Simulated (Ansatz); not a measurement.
## Decaying states in the gap of MgAlGaO4

Aim: relax a made-up compound, MgAlGaO4, and see how good a tunnel barrier it would be. It is built by putting Al for In, Mg for Zn in the ZnInGaO4 structure of space group R3m, with the volume rescaled by atomic radii. The parent structure comes from the Materials Project.

Program: Ansatz 0.2.0. Level of theory: PBEsol DFT, plane waves, PAW files, in the first sound run; inputs show where later runs differ. Results are calculated unless marked as measured.

The structure was built from a prototype and need not be the compound's stable phase.

## Step 1: Set-up

It takes space group R3m (No. 160, trigonal). Conventional cell: a = 3.354 Å, b = 3.354 Å, c = 26.085 Å, α = 90.00°, β = 90.00°, γ = 120.00°. Nearest to Mg lie 5 O at 2.00 to 2.52 Å. Al has 6 O at 2.21 to 2.22 Å nearest. Nearest to Ga lie 5 O at 1.94 to 2.00 Å. Nearest to O lie 1 Mg at 2.00 Å and 3 Al at 2.21 Å. Nearest to O lie 1 Ga at 1.97 Å and 3 Al at 2.22 Å. Nearest to O lie 3 Ga at 1.94 Å and 1 Mg at 2.52 Å. It derives from ZnInGaO4. Al for In, Mg for Zn in the ZnInGaO4 structure of space group R3m. Farther neighbours and most contacts between anions are not listed.

## Step 2: Cell and atoms at rest

The substituted atoms don't fit the parent's cell, so cell and atoms relax together. A small smearing keeps the run stable in case the gap closes on the way.

input.yaml reads:

```yaml
crystal:
  lattice:
    - [1.6767838941, 0.9680916326, 8.6950332228]
    - [-1.6767838941, 0.9680916326, 8.6950332228]
    - [0.0, -1.9361832653, 8.6950332228]
  atoms:
    - { symbol: Mg, position: [0.218382, 0.218382, 0.218382] }
    - { symbol: Al, position: [0.002768, 0.002768, 0.002768] }
    - { symbol: Ga, position: [0.787034, 0.787034, 0.787034] }
    - { symbol: O, position: [0.295143, 0.295143, 0.295143] }
    - { symbol: O, position: [0.711358, 0.711358, 0.711358] }
    - { symbol: O, position: [0.121717, 0.121717, 0.121717] }
    - { symbol: O, position: [0.863599, 0.863599, 0.863599] }
kpoints:
  mp_grid: { grid: [8, 8, 8] }
scf:
  occupations: { method: gaussian, width: 0.03 }
hamiltonian:
  xc: pbesol
output:
  forces: true
  stress: true
relax:
  f_tol: 0.02
  max_steps: 60
  cell: {}
```

The run is started by

```
$ ansatz run input.yaml --threads 2 --pin off --max-ram 4096MiB --backend cpu --events-out ev --progress --plain --runs-dir out
```

Numbers of over 12 decimals in the logs are rounded to 6 here.

The log of the run:

```text
basis.fft_grid_basis auto: the FFT boxes are laid along the combinations [[1, 0, -1], [0, 1, -1], [0, 0, 1]] of the cell's own vectors, 3.354, 3.354 and 8.908 Å long. The dense box has 24×24×60 points. Along the cell's own vectors, as sized, it would have 60×60×60, 6.25 times as many. Of the 6 symmetry operations that the crystal satisfies within crystal.symmetry.tolerance (time reversal apart; of a slab, those that  [...]
Engine: ansatz 0.2.0, x86_64-unknown-linux-gnu
Pseudopotentials: kind: paw
Pseudopotential: Mg, paw, valence charge 10, recommended cutoff 420 eV (normal), Mg.paw.azcp
Pseudopotential: Al, paw, valence charge 3, recommended cutoff 420 eV (normal), Al.paw.azcp
Pseudopotential: Ga, paw, valence charge 13, recommended cutoff 420 eV (normal), Ga.paw.azcp
Pseudopotential: O, paw, valence charge 6, recommended cutoff 420 eV (normal), O.paw.azcp
Functional definition: PBEsol
  exchange = pbesol_x
  correlation = pbesol_c
Crystal: 7 atoms, lattice volume = 84.687 Å³
Basis set: ecut = 420 eV, 1667 PW (Γ), FFT grids on a1−a3, a2−a3, a3, exchange–correlation on 48×48×120 points (8 copies of the dense FFT grid, shifted against one another)
Bands: 32, of which v1, the nominal top of the filled ones, is band 25 counted from 1 (24 counted from 0)
Symmetry: 6 space group operations
Space group: R3m (ITA 160), of the structure as read, at distance tolerance 4.4e-5 Å
k-points: 65 of 512 (time reversal used)
Non-local potential: Mg, projectors of the file, l = 0: 3, l = 1: 2, l = 2: 1
Non-local potential: Al, projectors of the file, l = 0: 2, l = 1: 2, l = 2: 1
Non-local potential: Ga, projectors of the file, l = 0: 2, l = 1: 2, l = 2: 3, l = 3: 1
Non-local potential: O, projectors of the file, l = 0: 2, l = 1: 2, l = 2: 1
PAW form: soft (Blöchl's): semilocal exchange-correlation on the pseudo side does not see the compensation charge
PAW frozen core: Mg, regenerated for the run's functional, and the local potential with it (the file was generated under x = pbe(κ = 0.804, μ = 0.219515), c = pbe(β = 0.066725))
PAW frozen core: Al, regenerated for the run's functional, and the local potential with it (the file was generated under x = pbe(κ = 0.804, μ = 0.219515), c = pbe(β = 0.066725))
PAW frozen core: Ga, regenerated for the run's functional, and the local potential with it (the file was generated under x = pbe(κ = 0.804, μ = 0.219515), c = pbe(β = 0.066725))
PAW frozen core: O, regenerated for the run's functional, and the local potential with it (the file was generated under x = pbe(κ = 0.804, μ = 0.219515), c = pbe(β = 0.066725))
PAW one-centre angular grid: Mg, 110 points (default); XC on 64 Gauss nodes
PAW one-centre angular grid: Al, 110 points (default); XC on 64 Gauss nodes
PAW one-centre angular grid: Ga, 590 points (default); XC on 64 Gauss nodes
PAW one-centre angular grid: O, 110 points (default); XC on 64 Gauss nodes
Initial density: superposition of atomic densities (neutral atoms: chi_scale 0, normalization atom), corrected by the library's trained network
Initial wavefunctions: pseudopotential atomic-orbital guess
Functional: x = pbesol(κ = 0.804, μ = 0.123457), c = pbesol(β = 0.046)
SCF iter   1: F=—  HF=-8428.746361 eV  |F-HF|=—  |Δ(HF+E_count)|=         —  Δρ=1.49e-2  dr2=1.63e-1  ethr=1.77e-3  ⟨swp⟩=6.0  Hψ=9470  notcnv=0  defer=2
preconditioner: auto → Resta (q_TF=auto, 2.499 Å⁻¹)  ε∞=4.0  [insulator: Δε(μ)=1.765 eV  Ē_g=15.051 eV  σ=0.030 eV  W_gap=1.00  n_scr=30 (ndim 8)  ℏωp=26.2 eV  f_vac=0.030  D(μ)=0.00/eV (n_scr^D=0)  ε∞_Penn≈4.0]
SCF iter   2: F=—  HF=-8428.703539 eV  |F-HF|=—  |Δ(HF+E_count)|=   4.28e-2  Δρ=2.75e-3  dr2=3.76e-3  ethr=3.26e-4  ⟨swp⟩=2.2  Hψ=3670  notcnv=0  defer=130
SCF iter   3: F=—  HF=-8428.703014 eV  |F-HF|=—  |Δ(HF+E_count)|=   5.25e-4  Δρ=1.06e-3  dr2=1.05e-3  ethr=7.52e-6  ⟨swp⟩=2.0  Hψ=3005  notcnv=0  defer=130
SCF iter   4: F=—  HF=-8428.703031 eV  |F-HF|=—  |Δ(HF+E_count)|=   1.75e-5  Δρ=5.45e-4  dr2=2.76e-4  ethr=2.11e-6  ⟨swp⟩=2.4  Hψ=3101  notcnv=0  defer=130
SCF iter   5: F=—  HF=-8428.702969 eV  |F-HF|=—  |Δ(HF+E_count)|=   6.27e-5  Δρ=1.26e-4  dr2=1.88e-5  ethr=5.52e-7  ⟨swp⟩=2.0  Hψ=3140  notcnv=0  defer=130
SCF iter   6: F=—  HF=-8428.702894 eV  |F-HF|=—  |Δ(HF+E_count)|=   7.46e-5  Δρ=7.92e-5  dr2=4.69e-6  ethr=3.76e-8  ⟨swp⟩=2.0  Hψ=3102  notcnv=0  defer=130
SCF iter   7: F=—  HF=-8428.702894 eV  |F-HF|=—  |Δ(HF+E_count)|=   4.83e-7  Δρ=3.63e-5  dr2=1.11e-6  ethr=9.37e-9  ⟨swp⟩=2.0  Hψ=3159  notcnv=0  defer=130
SCF iter   8: F=-8428.702895 eV  HF=-8428.702894 eV  |F-HF|=2.22e-8  |Δ(HF+E_count)|=   1.52e-8  Δρ=8.39e-6  dr2=6.35e-8  ethr=2.00e-10  ⟨swp⟩=3.0  Hψ=8008  notcnv=0
SCF 1 converged in 8 iterations: F = -8428.702895 eV  dr2 = 6.35e-8
  greatest PAW one-centre occupation: 1.000 electrons in one spin orbital (limit 2), on the Mg atom at site 0 (counted from 0), in its partial waves of l = 0
relax step   1: F+E_penalty+E_count = -8428.70289452 eV  Δ(F+E_penalty+E_count) = +0.000e0 eV  max|allowed force component| = 2.202e0 eV/Å  Δτ_max = 0.0000 Å  P = -19.874 GPa  Ω = 84.687 Å³  (8 SCF iters, dr2 threshold 1.00e-7 eV, accepted)
Crystal: 7 atoms, lattice volume = 76.990 Å³
Basis set: ecut = 420 eV, 1527 PW (Γ), FFT grids on a1−a3, a2−a3, a3, exchange–correlation on 48×48×120 points (8 copies of the dense FFT grid, shifted against one another)
Initial density: handed on by an earlier stage of this run
Initial wavefunctions: those handed on with the density
iter 1 solved again at ethr=4.30e-4 eV; its pass at ethr=3.10e-3 eV (dr2=2.15e-1 eV) is discarded
SCF iter   1: F=—  HF=-8429.778407 eV  |F-HF|=—  |Δ(HF+E_count)|=         —  Δρ=2.09e-2  dr2=2.14e-1  ethr=4.30e-4  ⟨swp⟩=1.3  Hψ=10821  notcnv=0
preconditioner: auto → Resta (q_TF=auto, 2.539 Å⁻¹)  ε∞=3.9  [insulator: Δε(μ)=2.631 eV  Ē_g=16.107 eV  σ=0.030 eV  W_gap=1.00  n_scr=24 (ndim 8)  ℏωp=27.4 eV  f_vac=0.008  D(μ)=0.00/eV (n_scr^D=0)  ε∞_Penn≈3.9]
SCF iter   2: F=—  HF=-8429.727419 eV  |F-HF|=—  |Δ(HF+E_count)|=   5.10e-2  Δρ=9.14e-3  dr2=3.52e-2  ethr=4.28e-4  ⟨swp⟩=2.4  Hψ=3286  notcnv=0
SCF iter   3: F=—  HF=-8429.721678 eV  |F-HF|=—  |Δ(HF+E_count)|=   5.74e-3  Δρ=3.48e-3  dr2=8.06e-3  ethr=7.04e-5  ⟨swp⟩=3.3  Hψ=4068  notcnv=0  defer=36
SCF iter   4: F=—  HF=-8429.721331 eV  |F-HF|=—  |Δ(HF+E_count)|=   3.48e-4  Δρ=9.20e-4  dr2=8.33e-4  ethr=1.61e-5  ⟨swp⟩=2.1  Hψ=3577  notcnv=0  defer=36
SCF iter   5: F=—  HF=-8429.721299 eV  |F-HF|=—  |Δ(HF+E_count)|=   3.15e-5  Δρ=3.94e-4  dr2=1.75e-4  ethr=1.67e-6  ⟨swp⟩=2.4  Hψ=3650  notcnv=0  defer=36
[...]
SCF 3 converged in 8 iterations: F = -8429.970287 eV  dr2 = 1.49e-7
relax step   3: F+E_penalty+E_count = -8429.97028733 eV  Δ(F+E_penalty+E_count) = -2.490e-1 eV  max|allowed force component| = 2.783e-1 eV/Å  Δτ_max = 0.0139 Å  P = +3.793 GPa  Ω = 71.145 Å³  energy of the carried Pulay correction = +5.671e-2 eV  (8 SCF iters, dr2 threshold 7.00e-7 eV, accepted)
[... from here on, the SCF cycles and remarks between the steps are left out ...]
relax step   4: F+E_penalty+E_count = -8429.99520823 eV  Δ(F+E_penalty+E_count) = -2.492e-2 eV  max|allowed force component| = 1.349e-1 eV/Å  Δτ_max = 0.0212 Å  P = +0.167 GPa  Ω = 72.469 Å³  energy of the carried Pulay correction = +5.074e-2 eV  (6 SCF iters, dr2 threshold 7.00e-7 eV, accepted)
relax step   5: F+E_penalty+E_count = -8429.99736065 eV  Δ(F+E_penalty+E_count) = -2.152e-3 eV  max|allowed force component| = 7.960e-2 eV/Å  Δτ_max = 0.0114 Å  P = -0.022 GPa  Ω = 72.572 Å³  energy of the carried Pulay correction = +5.028e-2 eV  (5 SCF iters, dr2 threshold 7.00e-7 eV, accepted)
relax step   6: F+E_penalty+E_count = -8429.99819999 eV  Δ(F+E_penalty+E_count) = -8.393e-4 eV  max|allowed force component| = 8.005e-2 eV/Å  Δτ_max = 0.0084 Å  P = -0.016 GPa  Ω = 72.582 Å³  energy of the carried Pulay correction = +5.023e-2 eV  (6 SCF iters, dr2 threshold 3.96e-7 eV, accepted)
relax step   7: F+E_penalty+E_count = -8429.99854955 eV  Δ(F+E_penalty+E_count) = -3.496e-4 eV  max|allowed force component| = 8.515e-2 eV/Å  Δτ_max = 0.0056 Å  P = -0.000 GPa  Ω = 72.583 Å³  energy of the carried Pulay correction = +5.023e-2 eV  (5 SCF iters, dr2 threshold 4.01e-7 eV, accepted)
relax step   8: F+E_penalty+E_count = -8429.99900400 eV  Δ(F+E_penalty+E_count) = -4.544e-4 eV  max|allowed force component| = 3.951e-2 eV/Å  Δτ_max = 0.0060 Å  P = +0.026 GPa  Ω = 72.564 Å³  energy of the carried Pulay correction = +5.031e-2 eV  (6 SCF iters, dr2 threshold 4.53e-7 eV, accepted)
relax step   9: F+E_penalty+E_count = -8429.99889802 eV  Δ(F+E_penalty+E_count) = +1.060e-4 eV  max|allowed force component| = 2.525e-2 eV/Å  Δτ_max = 0.0030 Å  P = -0.024 GPa  Ω = 72.594 Å³  energy of the carried Pulay correction = +5.018e-2 eV  (6 SCF iters, dr2 threshold 9.75e-8 eV, accepted)
relax step  10: F+E_penalty+E_count = -8429.99901037 eV  Δ(F+E_penalty+E_count) = -1.123e-4 eV  max|allowed force component| = 4.082e-4 eV/Å  Δτ_max = 0.0010 Å  P = +0.001 GPa  Ω = 72.577 Å³  energy of the carried Pulay correction = +5.025e-2 eV  (5 SCF iters, dr2 threshold 3.98e-8 eV, accepted)
relax step  11: F+E_penalty+E_count = -8429.97567494 eV  Δ(F+E_penalty+E_count) = +2.334e-2 eV  max|allowed force component| = 6.912e-4 eV/Å  Δτ_max = 0.0000 Å  P = -0.591 GPa  Ω = 72.577 Å³  stress off target by 6.23e-1 GPa  SCF on the basis re-selected at this cell (its energy is not comparable with the rows above)  (8 SCF iters)
relax step  12: F+E_penalty+E_count = -8429.97762873 eV  Δ(F+E_penalty+E_count) = -1.954e-3 eV  max|allowed force component| = 1.519e-2 eV/Å  Δτ_max = 0.0004 Å  P = +0.351 GPa  Ω = 72.215 Å³  energy of the carried Pulay correction = +1.685e-3 eV  (5 SCF iters, dr2 threshold 7.00e-7 eV, accepted)
relax step  13: F+E_penalty+E_count = -8429.97717732 eV  Δ(F+E_penalty+E_count) = +4.514e-4 eV  max|allowed force component| = 2.068e-3 eV/Å  Δτ_max = 0.0009 Å  P = +0.001 GPa  Ω = 72.346 Å³  energy of the carried Pulay correction = +1.075e-3 eV  (4 SCF iters, dr2 threshold 3.44e-7 eV, accepted)
iter 1 solved again at ethr=8.28e-9 eV; its pass at ethr=3.10e-3 eV (dr2=4.14e-6 eV) is discarded
SCF iter   1: F=—  HF=-8429.976123 eV  |F-HF|=—  |Δ(HF+E_count)|=         —  Δρ=3.47e-5  dr2=2.68e-7  ethr=8.28e-9  ⟨swp⟩=3.0  Hψ=15461  notcnv=0
preconditioner: auto → Resta (q_TF=auto, 2.565 Å⁻¹)  ε∞=3.9  [insulator: Δε(μ)=2.930 eV  Ē_g=16.673 eV  σ=0.030 eV  W_gap=1.00  n_scr=24 (ndim 8)  ℏωp=28.3 eV  f_vac=0.013  D(μ)=0.00/eV (n_scr^D=0)  ε∞_Penn≈3.9]
SCF iter   2: F=—  HF=-8429.976099 eV  |F-HF|=—  |Δ(HF+E_count)|=   2.43e-5  Δρ=1.57e-5  dr2=5.31e-8  ethr=5.35e-10  ⟨swp⟩=2.0  Hψ=3703  notcnv=0
SCF iter   3: F=—  HF=-8429.976099 eV  |F-HF|=—  |Δ(HF+E_count)|=   2.86e-8  Δρ=7.30e-6  dr2=1.58e-8  ethr=1.06e-10  ⟨swp⟩=2.0  Hψ=3151  notcnv=0
SCF iter   4: F=—  HF=-8429.976099 eV  |F-HF|=—  |Δ(HF+E_count)|=   9.83e-9  Δρ=1.91e-6  dr2=2.75e-9  ethr=3.16e-11  ⟨swp⟩=2.0  Hψ=3116  notcnv=0
SCF iter   5: F=—  HF=-8429.976099 eV  |F-HF|=—  |Δ(HF+E_count)|=  3.86e-10  Δρ=7.71e-7  dr2=3.71e-10  ethr=5.49e-12  ⟨swp⟩=2.0  Hψ=3242  notcnv=0
SCF iter   6: F=-8429.976099 eV  HF=-8429.976099 eV  |F-HF|=2.00e-11  |Δ(HF+E_count)|=  1.73e-10  Δρ=2.65e-7  dr2=3.69e-11  ethr=1.00e-12  ⟨swp⟩=3.0  Hψ=7861  notcnv=0
SCF 14 converged in 6 iterations: F = -8429.976099 eV  dr2 = 3.69e-11
relax step  14: F+E_penalty+E_count = -8429.97609884 eV  Δ(F+E_penalty+E_count) = +1.078e-3 eV  max|allowed force component| = 2.086e-3 eV/Å  Δτ_max = 0.0000 Å  P = -0.016 GPa  Ω = 72.346 Å³  stress off target by 2.45e-2 GPa  SCF on the basis re-selected at this cell (its energy is not comparable with the rows above)  (6 SCF iters)
basis re-selected at this cell: Δ(F+E_penalty+E_count) = +1.078e-3 eV, ΔP = -0.017 GPa vs the last step (what re-selecting the basis moved, of the pressure what is left beyond the Pulay correction that the steps carried, after the strain that the cell walked since its last selection, with what the two solves' SCF thresholds leave and, on support functions, any second-order correction that the steps lacked; it is no m [...]
SCF converged after 6 iterations
Free energy (F): -8429.976099 eV
Harris-Foulkes:  -8429.976099 eV  (|F-HF|=2.00e-11)
Internal energy: -8429.976099 eV  (E = F + TS)
E sigma→0 (E₀):  -8429.976099 eV
Fermi energy:    8.365970 eV
--- Per-component energies (eV) ---
  E_band       = -349.085222
  E_kinetic    = 924.929028
  E_local      = -5466.559754  (includes V_loc(G=0)·N_el)
  E_nonlocal   = 731.820246
  E_hartree    = 2280.124798
  E_xc         = -430.347550
  E_vxc        = -502.179477  (∫ρ·V_xc dr)
  E_paw        = -3303.024815  (= ΣΔE_a)
  E_vpaw       = -597.354644  (= ΣTr[D̂ρ^β])
  E_aug_tail   = 0.009802  (compensation charges beyond the density's cutoff)
  E_ewald      = -3168.009985
  E_core_change = 1.082131  (= ΣΔE_core)
  E_smearing   = -0.000000  (= −TS)
  E_closure    = 0.000000  (closes the sum)
  Σ components = -8429.976099   (vs F -8429.976099, Δ=0.00e0)
--- Forces (eV/Å), atoms counted from 1 ---
  atom   1  Mg     0.00000000    -0.00000000     0.00100301
  atom   2  Al    -0.00000000     0.00000000    -0.00208621
  atom   3  Ga    -0.00000000    -0.00000000     0.00013802
  atom   4  O      0.00000000    -0.00000000     0.00090344
  atom   5  O     -0.00000000    -0.00000000     0.00099621
  atom   6  O     -0.00000000    -0.00000000     0.00013650
  atom   7  O     -0.00000000     0.00000000    -0.00108964
  max |Σ_I F_I| component: 1.34e-6 eV/Å
--- Stress (GPa, compression-positive) ---
       -0.024547       0.000000      -0.000000
        0.000000      -0.024547      -0.000000
       -0.000000      -0.000000       0.001025
  P = ⅓ Tr σ = -0.0160 GPa (-0.160 kbar)
--- Relaxed structure (12 steps of the walk, 12 accepted, 2 SCFs on fresh bases) ---
  F+E_penalty+E_count = -8429.97609884 eV   max|allowed force component| = 2.086e-3 eV/Å   (the final SCF, on the basis selected at the relaxed cell)
  cell:  # Å, volume = 72.3463 Å³
    - [1.573352, 0.908375, 8.436724]
    - [-1.573352, 0.908375, 8.436724]
    - [0, -1.816751, 8.436724]
  atoms:
    - { symbol: Mg, position: [0.222384, 0.222384, 0.222384] }
    - { symbol: Al, position: [0.00350046, 0.00350046, 0.00350046] }
    - { symbol: Ga, position: [0.785062, 0.785062, 0.785062] }
    - { symbol: O, position: [0.300637, 0.300637, 0.300637] }
    - { symbol: O, position: [0.705721, 0.705721, 0.705721] }
    - { symbol: O, position: [0.118703, 0.118703, 0.118703] }
    - { symbol: O, position: [0.863993, 0.863993, 0.863993] }
```

Wall time 43 s (2 threads of Intel Xeon 6975P-C (Granite Rapids), shared host); peak memory 0.47 GiB.

Relaxation path:

| step | energy less that of the first step (eV) | largest force component (eV/Å) | pressure (GPa) | volume (Å³) |
| --- | --- | --- | --- | --- |
| 1 | 0.0000 | 2.2020 | -19.87 | 84.69 |
| 2 | -1.0184 | 0.2799 | -9.75 | 76.99 |
| 3 | -1.2674 | 0.2783 | 3.79 | 71.15 |
| 4 | -1.2923 | 0.1349 | 0.17 | 72.47 |
| 5 | -1.2945 | 0.0796 | -0.02 | 72.57 |
| 6 | -1.2953 | 0.0801 | -0.02 | 72.58 |
| 7 | -1.2957 | 0.0852 | 0.00 | 72.58 |
| 8 | -1.2961 | 0.0395 | 0.03 | 72.56 |
| 9 | -1.2960 | 0.0252 | -0.02 | 72.59 |
| 10 | -1.2961 | 0.0004 | 0.00 | 72.58 |
| 11* | -1.2728 | 0.0007 | -0.59 | 72.58 |
| 12 | -1.2747 | 0.0152 | 0.35 | 72.22 |
| 13 | -1.2743 | 0.0021 | 0.00 | 72.35 |
| 14* | -1.2732 | 0.0021 | -0.02 | 72.35 |

Relaxation steps marked * repeat the geometry before them on a plane-wave basis chosen anew for their cell, so energy and pressure can jump there.

The run keeps the 6 symmetry operations that it works with, so distortions that break them were not tested.

| conventional cell, symmetrised | before | after | change |
| --- | --- | --- | --- |
| a (Å) | 3.354 | 3.147 | -6.2 % |
| b (Å) | 3.354 | 3.147 | -6.2 % |
| c (Å) | 26.085 | 25.310 | -3.0 % |
| volume (Å³/atom) | 12.10 | 10.34 | -14.6 % |

The atoms that moved most (Å, as changes of fractional coordinates times the final cell):

| atom | dx | dy | dz | length |
| --- | --- | --- | --- | --- |
| O5 | 0.000 | 0.000 | -0.143 | 0.143 |
| O4 | 0.000 | 0.000 | 0.139 | 0.139 |
| Mg1 | 0.000 | 0.000 | 0.101 | 0.101 |
| O6 | 0.000 | 0.000 | -0.076 | 0.076 |
| Ga3 | 0.000 | 0.000 | -0.050 | 0.050 |
| Al2 | 0.000 | 0.000 | 0.019 | 0.019 |
| O7 | 0.000 | 0.000 | 0.010 | 0.010 |

Final coordinates:

```cif
data_structure
_symmetry_space_group_name_H-M 'P 1'
_symmetry_Int_Tables_number 1
_cell_length_a 8.6301
_cell_length_b 8.6301
_cell_length_c 8.6301
_cell_angle_alpha 21.009
_cell_angle_beta 21.009
_cell_angle_gamma 21.009
_cell_volume 72.35
loop_
_atom_site_label
_atom_site_type_symbol
_atom_site_fract_x
_atom_site_fract_y
_atom_site_fract_z
_atom_site_occupancy
Mg1 Mg 0.22238 0.22238 0.22238 1
Al2 Al 0.00350 0.00350 0.00350 1
Ga3 Ga 0.78506 0.78506 0.78506 1
O4 O 0.30064 0.30064 0.30064 1
O5 O 0.70572 0.70572 0.70572 1
O6 O 0.11870 0.11870 0.11870 1
O7 O 0.86399 0.86399 0.86399 1
```

This step gave:

```yaml
free_energy: -8429.9761 eV
fermi_energy: 8.366 eV
pressure: -0.01602 GPa
```

The largest force component on a free atom ends at 0.0021 eV/Å.

(Continued in part 2 of 3.)

[Logs are printed without paths, hosts, clocks, repeated set-up lines and the standing remarks that a program may print on its own settings, such as how far it seeks lower states.]

[Hosts, paths, dates, database ids (printed as entryN), source tags and the programs' standing remarks are cut or masked in the printed files.]
